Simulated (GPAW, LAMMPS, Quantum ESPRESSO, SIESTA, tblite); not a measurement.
## Finding the fault: SIESTA, amorphous Si0.8Ge0.2 (141 atoms)

Program: SIESTA 5.4.2, a calculation on a cell of 113 Si and 28 Ge, 21.1 Å³ an atom.

File input.fdf:

```
SystemLabel cell
NumberOfAtoms 141
NumberOfSpecies 2
%block ChemicalSpeciesLabel
  1 14 Si
  2 32 Ge
%endblock ChemicalSpeciesLabel
LatticeConstant 1.0 Ang
%block LatticeVectors
  14.37980 0.00000 0.00000
  0.00000 14.37980 0.00000
  0.00000 0.00000 14.37980
%endblock LatticeVectors
PAO.BasisSize DZP
PAO.EnergyShift 0.01 Ry
XC.Functional GGA
XC.Authors PBE
MeshCutoff 300 Ry
%block kgrid_Monkhorst_Pack
  1 0 0 0.0
  0 1 0 0.0
  0 0 1 0.0
%endblock kgrid_Monkhorst_Pack
SolutionMethod diagon
OccupationFunction FD
ElectronicTemperature 580 K
SCF.Mixer.Method Linear
SCF.Mixer.Weight 0.9
SCF.Mixer.History 1
SCF.Mix Hamiltonian
MaxSCFIterations 60
SCF.DM.Tolerance 1e-04
SCF.H.Tolerance 1.0e-3 eV
WriteForces T
Write.HirshfeldPop T
Write.VoronoiPop T
Write.DM F
Write.H F
XML.Write F
AtomicCoordinatesFormat Fractional
%block AtomicCoordinatesAndAtomicSpecies
  0.18429 0.82339 0.00361 1
  0.55749 0.13758 0.33293 1
  0.21653 0.81822 0.30681 1
  0.36950 0.47822 0.49956 1
  0.84680 0.77098 0.35823 1
  0.92040 0.05409 0.52324 1
  0.67191 0.24805 0.50785 1
  0.22620 0.62547 0.83324 1
  0.80024 0.04327 0.03131 1
  0.17156 0.76291 0.74730 1
[... 127 atom lines left out ...]
  0.10907 0.94616 0.35143 2
  0.52251 0.00685 0.91270 2
  0.70689 0.23593 0.83955 2
  0.55409 0.44968 0.16031 2
%endblock AtomicCoordinatesAndAtomicSpecies
```

Command:

```console
$ OMP_NUM_THREADS=1 mpirun -np 4 siesta < input.fdf > output.txt
```

The log of the run:

```text
Version         : 5.4.2
reinit: System Name:
reinit: System Label: cell
initatom: Reading input for the pseudopotentials and atomic orbitals ----------
Species number:   1 Atomic number:   14 Label: Si
Species number:   2 Atomic number:   32 Label: Ge
Ground state valence configuration (from tables):   3s02  3p02  3d00  4f00
Ground state valence configuration (from tables):   4s02  4p02  4d00  4f00
---- Processing specs for species: Si
GGA--PBE XC_GGA_X_PBE--XC_GGA_C_PBE pb
---- Processing specs for species: Ge
GGA--PBE XC_GGA_X_PBE--XC_GGA_C_PBE pb
Semicore shell(s) with 10 electrons included in the valence for Ge
Semicore shell(s): 3d
Fallback to non-perturbative polarization scheme for Ge
Please see the manual if this is not desired in principle
Si pseudopotential only contains V_ls up to l=2 -- lmxkb reset.
Ge pseudopotential only contains V_ls up to l=2 -- lmxkb reset.
Using PAO.SplitTailNorm
%block ChemicalSpeciesLabel
    1   14 Si                      # Species index, atomic number, species label
[... lines left out ...]
Total number of electrons:   844.000000
[... lines left out ...]
 Kpoints in:            1 . Kpoints trimmed:            1
siesta: k-grid: Number of k-points = 1
siesta: k-points from Monkhorst-Pack grid
siesta: k-cutoff (effective) =     7.190 Ang
siesta: k-point supercell and displacements
siesta: k-grid:     1     0     0      0.000
siesta: k-grid:     0     1     0      0.000
siesta: k-grid:     0     0     1      0.000
                     ====================================
                        Single-point calculation
                     ====================================
outcell: Unit cell vectors (Ang):
       14.379800    0.000000    0.000000
        0.000000   14.379800    0.000000
        0.000000    0.000000   14.379800
outcell: Cell vector modules (Ang)   :   14.379800   14.379800   14.379800
outcell: Cell angles (23,13,12) (deg):     90.0000     90.0000     90.0000
outcell: Cell volume (Ang**3)        :   2973.4356
Gamma-point calculation with multiply-connected orbital pairs
Gamma-point calculation with multiply-connected orbital pairs
Folding of H and S implicitly performed
Folding of H and S implicitly performed
new_DM -- step:     1
Initializing Density Matrix...
Attempting to read DM from file... Failed...
DM filled with atomic data:
InitMesh: MESH = 150 x 150 x 150 = 3375000
InitMesh: Mesh cutoff (required, used) =   300.000   300.731 Ry
stepf: Fermi-Dirac step function
        iscf     Eharris(eV)        E_KS(eV)     FreeEng(eV)     dDmax    Ef(eV) dHmax(eV)
   scf:    1   -80908.228725   -80972.517356   -80972.867818  1.579616 -4.168078  5.759648
   scf:    2   -80214.544754   -80734.612410   -80734.980500  0.267742 -4.169957 31.694664
   scf:    3    29778.360341   -44924.194524   -44924.600640  3.530717 -5.910947485.045351
   scf:    4   687789.295886   138815.519561   138815.419906623.790584-92.990998**********
   scf:    5   849199.085442   145770.708741   145770.676879623.441972********************
   scf:    6   815071.130987   130191.390309   130191.377595638.745297********************
   scf:    7   845338.455782   139765.298556   139765.227364638.813630********************
[...]
scf:   59   857923.633508   141163.318254   141163.253943735.634217********************
   scf:   60   877316.165235   147627.489698   147627.460456735.634217********************
SCF_NOT_CONV: SCF did not converge in maximum number of steps (required).
SCF_NOT_CONV: SCF did not converge in maximum number of steps (required).
Geom step, scf iteration, dDmax, dHmax:    0    60    735.634217   102.441174
Geom step, scf iteration, dDmax, dHmax:    0    60    735.634217   102.441174
ABNORMAL_TERMINATION
Stopping Program from Node:    0
ABNORMAL_TERMINATION
Stopping Program from Node:    3
ABNORMAL_TERMINATION
Stopping Program from Node:    0
[...]
ABNORMAL_TERMINATION
Stopping Program from Node:    1
ABNORMAL_TERMINATION
Stopping Program from Node:    3
```

Elapsed: 8.7 min, on 4 MPI ranks of Arm Neoverse V1, shared host; peak memory 2.8 GiB.

Banners, paths, timers and routine set-up lines are dropped from the logs unmarked, and long logs keep their key lines alone; longer cuts are marked.

Why should this run not be trusted?

Mixing far too strong: mixing weight 0.9 and mixer Linear. The sound run has mixing weight 0.05.

The run ended unconverged.

[Also dropped from logs without a mark: logging warnings of Python, and SIESTA's first energy breakdown and zero terms.]

[Logs are printed without paths, hosts, clocks, repeated set-up lines and the standing remarks that a program may print on its own settings, such as how far it seeks lower states.]

[Hosts, paths, dates, database ids (printed as entryN), source tags and the programs' standing remarks are cut or masked in the printed files.]
